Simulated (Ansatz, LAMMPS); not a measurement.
**Relaxing amorphous 92HfO2-8Al2O3 (mol %) (76 atoms)**

How does amorphous 92HfO2-8Al2O3 (mol %) (76 atoms) relax, and what do bonds, charges and levels look like afterwards?

Calculated with Ansatz 0.2.0; Kohn-Sham DFT, PBE, PAW (set soft_2), plane waves.

Most raw output is cut from this account.

## (1) The starting structure

The cell holds 76 atoms: 22 Hf, 4 Al and 50 O. Cell: a = 10.052 Å, b = 10.052 Å, c = 10.052 Å, α = 90.0°, β = 90.0°, γ = 90.0°. 76 atoms (22 Zr, 4 Al, 50 O) placed at random at 4.77 g/cm³, melted at 5000 K for 10 ps at fixed volume with the Morse and Coulomb pair potential with partial charges (Pedone, Malavasi, Menziani, Cormack and Segre, J. Phys. Chem. B 110, 11780 (2006)). Quenched from 5000 K to 300 K at 50 K/ps and fixed volume, held 5 ps, then minimised at fixed cell. Then Zr was replaced by Hf (the potential has no terms for the new elements, so the cell is a start for a DFT relaxation).

Before any run, some limits are plain. The quench rate of 50 K/ps is many orders above laboratory rates, so the cell is likely richer in defects and strain than a real sample. The network of bonds at the start is that of the classical potential that made the cell. Only the Γ point is sampled in the main run, in a cell whose shortest periodic width is 10 Å. The levels lack spin–orbit coupling, which is large for the heavy elements here.

## (2) Making the structure

A classical potential makes the cell, at a small fraction of what the same run would cost in DFT.

This step: classical MD, Morse and Coulomb pair potential with partial charges (Pedone, Malavasi, Menziani, Cormack and Segre, J. Phys. Chem. B 110, 11780 (2006)) (LAMMPS 22 Jul 2025 - Update 4).

Contents of in.lmp:

```
# melt-quench of Zr22Al4O50
units metal
atom_style charge
boundary p p p
region box block 0 10.0519 0 10.0519 0 10.0519
create_box 3 box
mass 1 91.2240   # Zr
mass 2 26.9815   # Al
mass 3 15.9990   # O
create_atoms 1 random 22 40971 NULL overlap 1.5 maxtry 2000
create_atoms 2 random 4 40978 NULL overlap 1.5 maxtry 2000
create_atoms 3 random 50 40985 NULL overlap 1.5 maxtry 2000
pair_style hybrid/overlay pedone 5.5 coul/long 8.0
pair_coeff * * coul/long
pair_coeff 1 3 pedone 0.206237 2.479675 2.436997 1   # Zr-O
pair_coeff 2 3 pedone 0.361581 1.900442 2.164818 0.9   # Al-O
pair_coeff 3 3 pedone 0.042395 1.379316 3.618701 22   # O-O
set type 1 charge 2.4
set type 2 charge 1.8
set type 3 charge -1.2
kspace_style pppm 1.0e-4
neigh_modify delay 0 every 1 check yes
thermo_style custom step time temp pe press density
thermo_modify norm yes
timestep 0.002
thermo 100
min_style cg
minimize 1e-4 1e-4 200 2000
reset_timestep 0
velocity all create 5000 40972 mom yes dist gaussian
fix lim all nve/limit 0.05
fix lan all langevin 5000 5000 0.2 40973 zero yes
thermo 500
run 1000 post no
# [... 10 lines left out ...]
thermo 1250
fix md all nvt temp 300 300 0.2
run 2500 post no
unfix md
thermo 100
min_style cg
minimize 0 1e-3 2000 20000
write_dump all custom glass.dump id type xs ys zs modify sort id
```

Command:

```bash
$ lmp -in in.lmp -log none -nocite
```

Wall time 18 s (1 thread of Intel Xeon 6975P-C (Granite Rapids), shared host); peak memory 0.063 GiB.

## (3) Single point at the start

The forces at the start show how far the geometry lies from a minimum of this functional.

Contents of input.yaml:

```yaml
crystal:
  lattice:
    - [10.0519, 0.0, 0.0]
    - [0.0, 10.0519, 0.0]
    - [0.0, 0.0, 10.0519]
  atoms:
    - { symbol: Hf, position: [0.72722, 0.77655, 0.31111] }
    - { symbol: Hf, position: [0.65522, 0.47175, 0.527] }
    - { symbol: Hf, position: [0.1823, 0.74733, 0.85574] }
    - { symbol: Hf, position: [0.96775, 0.25992, 0.49886] }
    - { symbol: Hf, position: [0.66967, 0.07024, 0.50469] }
    - { symbol: Hf, position: [0.8289, 0.16569, 0.83371] }
    - { symbol: Hf, position: [0.0785, 0.61125, 0.39002] }
    - { symbol: Hf, position: [0.18294, 0.98102, 0.33718] }
[... 64 atom lines left out ...]
    - { symbol: O, position: [0.31783, 0.65094, 0.9931] }
    - { symbol: O, position: [0.98247, 0.31531, 0.28782] }
    - { symbol: O, position: [0.86058, 0.43466, 0.54385] }
    - { symbol: O, position: [0.02686, 0.10961, 0.89303] }
kpoints:
  mp_grid: { grid: [1, 1, 1] }
hamiltonian:
  xc: pbe
scf:
  occupations: { method: fermi_dirac, width: 0.025 }
output:
  forces: true
```

Command:

```bash
$ ansatz run input.yaml --threads 4 --pin off --max-ram 8192MiB --backend cpu --events-out ev --progress --plain --runs-dir out
```

Wall time 11 s (4 threads of Intel Xeon 6975P-C (Granite Rapids), shared host); peak memory 1.7 GiB.

Read from the output:

```yaml
free_energy: -376511.0994 eV
free_energy_per_atom: -4954.0934 eV/atom
scf_cycles: 11
r_m_s_force_component: 0.478 eV/Å
longest_force: 2.339 eV/Å
fermi_energy: 12.34 eV
```

The r.m.s. force component of 0.48 eV/Å sets the starting point.

Neighbours are counted within 2.82 Å (O-Hf), 2.19 Å (O-Al).

Length of the force by element and coordination:

| element | coordination | atoms | mean length of the force (eV/Å) | spread | least | most |
| --- | --- | --- | --- | --- | --- | --- |
| Al | all | 4 | 0.744 | 0.164 | 0.610 | 1.02 |
| Hf | all | 22 | 1.11 | 0.577 | 0.466 | 2.34 |
| Hf | 6 | 17 | 1.22 | 0.600 | 0.474 | 2.34 |
| Hf | 7 | 5 | 0.725 | 0.221 | 0.466 | 1.07 |
| O | all | 50 | 0.474 | 0.285 | 0.0799 | 1.10 |
| O | 2 | 3 | 0.635 | 0.12 | 0.472 | 0.756 |
| O | 3 | 41 | 0.466 | 0.301 | 0.0799 | 1.10 |
| O | 4 | 6 | 0.453 | 0.188 | 0.203 | 0.802 |

## (4) Cell and atoms relaxed

The cell is relaxed with the atoms, since the starting lattice needn't suit this functional.

Changes to input.yaml since step 3:

```diff
@@ -15 +15,5 @@
   forces: true
+relax:
+  f_tol: 0.04
+  max_steps: 250
+  cell: {}
```

It took 4 min on 4 threads; peak memory 1.8 GiB; 14 min of CPU time.

Relaxation path:

| step | energy less that of the first step (eV) | largest force component (eV/Å) | pressure (GPa) | volume (Å³) |
| --- | --- | --- | --- | --- |
| 1 | 0.0000 | 1.9927 | -6.24 | 1015.65 |
| 2 | -1.9226 | 1.1024 | 2.65 | 957.58 |
| 3 | -2.5777 | 0.7141 | 0.63 | 970.16 |
| 4 | -2.9341 | 0.5015 | -0.22 | 972.60 |
| 5 | -3.0653 | 0.2398 | -0.04 | 971.10 |
| 6 | -3.2032 | 0.2533 | 0.02 | 971.66 |
| 7 | -3.3101 | 0.3081 | -0.05 | 972.17 |
| 8 | -3.5067 | 0.2235 | 0.00 | 968.45 |
| 9 | -3.5535 | 0.1859 | -0.01 | 968.17 |
| 10 | -3.6240 | 0.0905 | 0.05 | 965.14 |
| 11 | -3.6580 | 0.1719 | 0.02 | 959.77 |
| 12 | -3.6692 | 0.1719 | -0.06 | 960.45 |
| 13 | -3.7516 | 0.2149 | 0.08 | 955.22 |
| 14 | -3.7912 | 0.5890 | 0.03 | 950.48 |
| 15 | -3.8267 | 0.9061 | 0.21 | 947.20 |
| 16 | -3.9309 | 0.1555 | -0.04 | 948.75 |
| 17 | -3.9363 | 0.0480 | 0.01 | 948.69 |
| 18 | -3.9371 | 0.0164 | -0.01 | 948.96 |
| 19* | -3.8320 | 0.0181 | -0.21 | 948.96 |
| 20 | -3.8473 | 0.0486 | -0.02 | 947.46 |
| 21 | -3.8494 | 0.0130 | 0.00 | 947.27 |
| 22* | -3.8431 | 0.0130 | 0.00 | 947.27 |

Relaxation steps marked * repeat the geometry before them on a plane-wave basis chosen anew for their cell, so energy and pressure can jump there.

| cell as run | before | after | change |
| --- | --- | --- | --- |
| a (Å) | 10.052 | 9.822 | -2.3 % |
| b (Å) | 10.052 | 9.386 | -6.6 % |
| c (Å) | 10.052 | 10.308 | +2.5 % |
| α (°) | 90.00 | 89.27 | -0.8 % |
| β (°) | 90.00 | 94.02 | +4.5 % |
| γ (°) | 90.00 | 88.16 | -2.0 % |
| volume (Å³/atom) | 13.36 | 12.46 | -6.7 % |

The atoms that moved most (Å, as changes of fractional coordinates times the final cell):

| atom | dx | dy | dz | length |
| --- | --- | --- | --- | --- |
| O54 | -0.562 | -0.139 | 0.640 | 0.863 |
| O31 | -0.253 | -0.087 | 0.694 | 0.744 |
| O58 | -0.141 | 0.676 | -0.240 | 0.731 |
| O53 | 0.304 | 0.275 | 0.577 | 0.708 |
| O29 | -0.311 | 0.465 | -0.418 | 0.698 |
| O39 | -0.415 | 0.395 | 0.282 | 0.639 |
| O56 | -0.290 | -0.381 | 0.411 | 0.631 |
| O66 | 0.003 | 0.619 | -0.052 | 0.621 |

The relaxation changed the energy by -50.6 meV/atom, and atoms moved by 0.37 Å r.m.s., 0.86 Å at most.

## (5) Distances and neighbours after relaxation

Bonds before and after, by the cutoffs listed below:

| pair | bonds before | bonds after | mean before (Å) | mean after (Å) | spread before (Å) | spread after (Å) |
| --- | --- | --- | --- | --- | --- | --- |
| O-Hf | 137 | 143 | 2.162 | 2.159 | 0.086 | 0.134 |
| O-Al | 17 | 18 | 1.814 | 1.824 | 0.125 | 0.063 |

Density 8.47 g/cm³, 12.46 Å³ an atom.

g(r), total and by pair (bins of 0.2 Å):

| r (Å) | total | O-O | O-Hf | O-Al | Hf-Hf | Hf-Al | Al-Al |
| --- | --- | --- | --- | --- | --- | --- | --- |
| 1.70 | 0.29 | 0.00 | 0.00 | 4.18 | 0.00 | 0.00 | 0.00 |
| 1.90 | 0.62 | 0.00 | 0.53 | 6.00 | 0.00 | 0.00 | 0.00 |
| 2.10 | 2.95 | 0.00 | 7.76 | 0.00 | 0.00 | 0.00 | 0.00 |
| 2.30 | 0.75 | 0.00 | 1.98 | 0.00 | 0.00 | 0.00 | 0.00 |
| 2.50 | 0.81 | 1.64 | 0.27 | 0.00 | 0.00 | 0.00 | 0.00 |
| 2.70 | 1.10 | 2.38 | 0.05 | 0.74 | 0.00 | 0.00 | 0.00 |
| 2.90 | 0.92 | 1.90 | 0.09 | 0.22 | 0.00 | 1.00 | 5.70 |
| 3.10 | 1.14 | 1.91 | 0.21 | 0.59 | 0.63 | 3.55 | 9.50 |
| 3.30 | 0.80 | 0.91 | 0.25 | 0.34 | 2.71 | 1.53 | 4.26 |
| 3.50 | 0.68 | 0.66 | 0.33 | 0.76 | 1.78 | 2.08 | 0.00 |
| 3.70 | 1.06 | 0.67 | 1.03 | 1.67 | 2.81 | 1.25 | 0.00 |
| 3.90 | 1.11 | 0.77 | 1.22 | 1.36 | 2.56 | 0.28 | 0.00 |
| 4.10 | 1.13 | 1.08 | 1.20 | 1.68 | 0.82 | 0.52 | 0.00 |
| 4.30 | 0.97 | 0.61 | 1.50 | 1.31 | 0.34 | 0.46 | 2.46 |
| 4.50 | 1.00 | 0.72 | 1.51 | 1.03 | 0.23 | 0.62 | 0.00 |

Bonds by pair of elements; cutoffs follow the first minimum of g(r), held within bounds set by covalent radii, and pairs that aren't listed don't count as bonded:

| pair A-B | cutoff (Å) | bonds | mean length (Å) | spread (Å) | shortest (Å) | B about A | A about B |
| --- | --- | --- | --- | --- | --- | --- | --- |
| O-Hf | 2.82 | 143 | 2.16 | 0.134 | 1.96 | 2.86 | 6.5 |
| O-Al | 2.33 | 18 | 1.82 | 0.063 | 1.76 | 0.36 | 4.5 |

How many atoms have how many bonded neighbours:

| element | mean | 2 | 3 | 4 | 5 | 6 | 7 | 8 |
| --- | --- | --- | --- | --- | --- | --- | --- | --- |
| Al | 4.5 | 0 | 0 | 2 | 2 | 0 | 0 | 0 |
| Hf | 6.5 | 0 | 0 | 0 | 0 | 12 | 9 | 1 |
| O | 3.22 | 1 | 37 | 12 | 0 | 0 | 0 | 0 |

Bond angles (no mean is given where the spread exceeds 20°):

| angle | count | mean (°) | spread (°) |
| --- | --- | --- | --- |
| O-Hf-O | 397 | - | - |
| Hf-O-Hf | 145 | 114 | 17.9 |
| Al-O-Hf | 36 | 111 | 17.6 |
| O-Al-O | 32 | - | - |
| Al-O-Al | 3 | 118 | 6.9 |

Bond length by coordination (bonds to H left out):

| element | coordination | atoms | mean bond length (Å) |
| --- | --- | --- | --- |
| Al | 4 | 2 | 1.78 |
| Al | 5 | 2 | 1.85 |
| Hf | 6 | 12 | 2.12 |
| Hf | 7 | 9 | 2.19 |
| Hf | 8 | 1 | 2.29 |
| O | 2 | 1 | 1.99 |
| O | 3 | 37 | 2.08 |
| O | 4 | 12 | 2.21 |

For some of the pairs, g(r) has its first main peak near 2.7 Å (O-O), 2.1 Å (O-Hf), 1.8 Å (O-Al) and 3.1 Å (Hf-Al). Counting bonds as in the table, 50 % of Al atoms have 4 and as many 5, 55 % of Hf atoms have 6 and 74 % of O atoms have 3 bonded neighbours.

## (6) Single point at the relaxed geometry

The electronic structure is read at the final geometry, in a run of its own.

Contents of input.yaml:

```yaml
crystal:
  lattice:
    - [9.814, 0.15575, -0.35352]
    - [0.15575, 9.38414, 0.0655]
    - [-0.35352, 0.0655, 10.3017]
  atoms:
    - { symbol: Hf, position: [0.72371, 0.75796, 0.30428] }
    - { symbol: Hf, position: [0.65994, 0.46907, 0.5349] }
    - { symbol: Hf, position: [0.15249, 0.77991, 0.8526] }
    - { symbol: Hf, position: [0.99245, 0.24835, 0.5153] }
    - { symbol: Hf, position: [0.67864, 0.06277, 0.48733] }
    - { symbol: Hf, position: [0.85609, 0.17093, 0.79283] }
    - { symbol: Hf, position: [0.06112, 0.56789, 0.38086] }
    - { symbol: Hf, position: [0.16671, 0.97287, 0.32048] }
[... 64 atom lines left out ...]
    - { symbol: O, position: [0.31357, 0.65632, 0.97746] }
    - { symbol: O, position: [0.99496, 0.33839, 0.30669] }
    - { symbol: O, position: [0.86716, 0.41972, 0.56703] }
    - { symbol: O, position: [0.01351, 0.10721, 0.9211] }
kpoints:
  mp_grid: { grid: [1, 1, 1] }
hamiltonian:
  xc: pbe
scf:
  occupations: { method: fermi_dirac, width: 0.025 }
output:
  forces: true
  stress: true
  populations: true
  dos:
    method: { smearing: { sigma: 0.08 } }
    de: 0.05
    projected: { site_lists: { Al: [Al], Hf: [Hf], O: [O] } }
  eigenvalues: true
  write_density: true
  write_potential: true
  volumetric_format: npy
```

Elapsed: 16 s, on 4 threads; peak memory 1.6 GiB; 55 s of CPU time.

Numbers from this run:

```
free energy                                      : -376514.9425 eV
free energy per atom                             : -4954.1440 eV/atom
SCF cycles                                       : 10
pressure                                         : -0.004886 GPa
r.m.s. force component                           : 0.0029 eV/Å
longest force                                    : 0.01607 eV/Å
Fermi energy                                     : 13.46 eV
gap (highest filled to lowest empty level) : 4.071 eV
spilling of the projection                       : 0.002968
```

Löwdin charges by element and coordination (they lack the spilled electrons, 0.035 e an atom on average):

| element | coordination | atoms | mean charge (e) | spread | least | most |
| --- | --- | --- | --- | --- | --- | --- |
| Al | all | 4 | 1.23 | 0.0118 | 1.22 | 1.25 |
| Al | 4 | 2 | 1.24 | 0.0091 | 1.23 | 1.25 |
| Al | 5 | 2 | 1.22 | 6.0e-4 | 1.22 | 1.22 |
| Hf | all | 22 | 1.46 | 0.0376 | 1.41 | 1.55 |
| Hf | 6 | 12 | 1.47 | 0.03 | 1.42 | 1.51 |
| Hf | 7 | 9 | 1.45 | 0.0425 | 1.41 | 1.55 |
| Hf | 8 | 1 | 1.52 | 0 | 1.52 | 1.52 |
| O | all | 50 | -0.690 | 0.0442 | -0.82 | -0.621 |
| O | 2 | 1 | -0.658 | 0 | -0.658 | -0.658 |
| O | 3 | 37 | -0.684 | 0.0434 | -0.806 | -0.621 |
| O | 4 | 12 | -0.711 | 0.0411 | -0.82 | -0.666 |

States in the cell by windows of 1 eV, zero at the Fermi level; the larger projections on atomic orbitals stand beside the total:

| from (eV) | to (eV) | total | O p | Hf d | Hf f |
| --- | --- | --- | --- | --- | --- |
| -18 | -17 | 18.3 | 0.0 | 1.6 | 0.2 |
| -17 | -13 | 0.0 | 0.0 | 0.0 | 0.0 |
| -13 | -12 | 307.4 | 1.0 | 0.1 | 305.8 |
| -12 | -11 | 0.6 | 0.0 | 0.0 | 0.6 |
| -11 | -8 | 0.0 | 0.0 | 0.0 | 0.0 |
| -8 | -7 | 8.0 | 5.7 | 1.0 | 0.0 |
| -7 | -6 | 42.3 | 29.9 | 8.4 | 0.1 |
| -6 | -5 | 62.9 | 46.8 | 12.3 | 0.2 |
| -5 | -4 | 61.0 | 49.7 | 8.0 | 0.2 |
| -4 | -3 | 69.6 | 61.4 | 5.4 | 0.3 |
| -3 | -2 | 55.7 | 51.9 | 2.4 | 0.2 |
| -2 | -1 | 0.4 | 0.4 | 0.0 | 0.0 |
| -1 | 1 | 0.0 | 0.0 | 0.0 | 0.0 |
| 1 | 2 | 0.7 | 0.1 | 0.5 | 0.0 |
| 2 | 3 | 27.5 | 3.0 | 21.5 | 0.0 |
| 3 | 4 | 53.5 | 6.4 | 41.8 | 0.0 |
| 4 | 5 | 44.4 | 6.7 | 31.5 | 0.0 |

Between -26 and -18 eV lie 82 more states.

The stored curve holds about 708 of the 884 electrons; the rest, give or take the few that broadening carries across the Fermi level, lie in deeper levels below its range.

The levels nearest the highest filled one (over half full), pooled over k-points and spins:

| level less the highest filled one (eV) | occupation |
| --- | --- |
| -0.227 | 2 |
| -0.205 | 2 |
| -0.200 | 2 |
| -0.161 | 2 |
| -0.0845 | 2 |
| 0 | 2 |
| 4.07 | 0 |
| 4.27 | 0 |
| 4.45 | 0 |
| 4.49 | 0 |
| 4.55 | 0 |
| 4.63 | 0 |

Electrostatic potential energy in the ac plane at fractional y = 0.166, with atoms of Hf and Al and O within 0.2 Å of it. With pseudopotentials it is smooth inside the atoms' cores, unlike the true potential.

Ten even steps from '0' (-27 eV) to '9' (18 eV), each cell a mean:
```
7899877889855765556899999998
3587532478733787665799888886
5775100048877898840278754577
8873000037999888841277300147
8985100158998778887885001027
8887534677677767899985100037
8778888872047777899987422468
9899999983258888999998877789
8899999998899999998999988888
6789999999999999987899999877
3578999999999999987788998864
2478999999999999876568898752
4678999999999999875567778864
7889999999999988877776103887
9999999999999821388884003899
9999999878999500179998547999
9999887202898722599999999999
9998885001788888999998889999
9888887547988889999998889999
8788888999998899999986689999
9988888999999998888830069999
9999999999999986556720069999
9999999999999865665775699999
9999999999999856775789999999
```
Columns run along a (9.8 Å; values clipped at the 3rd and 97th percentile), rows up along c (10.3 Å). Atoms in or near the plane, at fractional coordinates: Hf at (0.86, 0.79), Hf at (0.20, 0.85), Al at (0.59, 0.02), O at (0.54, 0.35), O at (0.29, 0.28), O at (0.82, 0.40).

Valence density in the ac plane at fractional y = 0.166, with atoms of Hf and Al and O within 0.2 Å of it. It is the smooth field of the valence electrons, not physical close to the nuclei.

Ten steps, logarithmic in the rise over the least value, from '_' (0 e/Å³) to '@' (28 e/Å³), each cell a mean:
```
--::....__....____..::--==--..____........__________..::
====::..--====--....--====--......------::..______..::--
==--::--**%%%%**--..::----::....::==++++--....::--::::--
::....==##@@@@##==..........__..::==++++--::==####**--::
......--**%%%%**::................::--::::--**@@@@%%++..
..::::::--==--::::----::::......__........::**%%@@##==..
::----::..____..--++++==::....____________..--++++--::..
::::::..______..--==++==::..______......____....::......
......__________..::::::..______..::::::..__....::......
....____________________________..::--::..__............
==::..__________________________..::::::..____......::--
++--::..__________________________..::::............--==
--::::..________________________....::::::::----::..::--
........__________________..::::::......::--++**==::....
________________________..--++++==::....::==****++::..__
____________..::--::......==****++--..__..::====--..____
__________..--++**++::....--++++==::______........______
__..........--****++--......::::..______________________
::::::......::====--..__________________........______..
::--::..............__________________..::----::..____..
..::....____________________________..::==**++--..____..
____________________________________..::++**++--..______
____________________________________..::--==--::..______
....________________..........________........__________
```
Columns run along a (9.8 Å), rows up along c (10.3 Å). Atoms in or near the plane, at fractional coordinates: Hf at (0.86, 0.79), Hf at (0.20, 0.85), Al at (0.59, 0.02), O at (0.54, 0.35), O at (0.29, 0.28), O at (0.82, 0.40).

Mean Löwdin charges: Al +1.23, Hf +1.46, O -0.69 e. The largest share in the top eV of filled states is O p (94 % of the projected weight), and in the lowest eV of empty states Hf d (80 % of the projected weight).

Local excerpt of 13 atoms (numbers count through the whole input) about O58, which has 4 bonded neighbours where the commonest count for O is 3; x, y, z are measured from there.

| atom | x | y | z | distance (Å) | bonds | Löwdin charge (e) |
| --- | --- | --- | --- | --- | --- | --- |
| O58 | 0.00 | 0.00 | 0.00 | 0.00 | 4 | -0.82 |
| Al25 | -0.80 | 0.12 | 1.58 | 1.78 | 4 | 1.25 |
| Al26 | 0.14 | -1.53 | -0.97 | 1.82 | 5 | 1.22 |
| Hf20 | 2.05 | -0.09 | 1.15 | 2.36 | 6 | 1.51 |
| Hf21 | -1.96 | 0.99 | -1.24 | 2.52 | 7 | 1.55 |
| O54 | 1.87 | -1.72 | -0.09 | 2.54 | 3 | -0.70 |
| O49 | 0.61 | 0.91 | 2.30 | 2.55 | 3 | -0.71 |
| O38 | -2.29 | 0.78 | 0.92 | 2.59 | 3 | -0.73 |
| O36 | -1.53 | -1.05 | -1.81 | 2.59 | 4 | -0.71 |
| O50 | -0.22 | 1.27 | -2.34 | 2.67 | 3 | -0.74 |
| Al24 | 1.51 | 1.36 | -1.92 | 2.79 | 4 | 1.23 |
| O51 | 2.48 | 1.24 | -0.39 | 2.80 | 3 | -0.75 |
| O43 | -0.49 | -1.40 | 2.42 | 2.84 | 3 | -0.81 |

The column of bonds counts only the pairs O-Hf within 2.82 Å, O-Al within 2.33 Å; other neighbours, such as metal atoms beside each other in a compound, aren't counted, and periodic images can show an atom twice.

## (7) K-mesh 2×2×2

A denser mesh tests the sampling of the Brillouin zone.

Changes to input.yaml since step 6:

```diff
@@ -8,3 +8,3 @@
 kpoints:
-  mp_grid: { grid: [1, 1, 1] }
+  mp_grid: { grid: [2, 2, 2] }
 hamiltonian:
@@ -22,4 +22 @@
   eigenvalues: true
-  write_density: true
-  write_potential: true
-  volumetric_format: npy
```

Wall time 1.9 min (4 threads); peak memory 5.9 GiB; 7.3 min of CPU time.

The program notes that it cut back its work space to fit the memory limit.

Geometry and reference: those of the single point at the relaxed geometry.

Forces differ from those of the single point at the relaxed geometry by 19 meV/Å r.m.s.; the energy by -2.3 meV/atom and the gap by -0.016 eV. It took 1.9 min and 10 cycles; the reference's time can't be set against it, since the two runs asked for unlike analyses.

(Part 1 of 2 ends here.)

[Logs are printed without paths, hosts, clocks, repeated set-up lines and the standing remarks that a program may print on its own settings, such as how far it seeks lower states.]

[Hosts, paths, dates, database ids (printed as entryN), source tags and the programs' standing remarks are cut or masked in the printed files.]
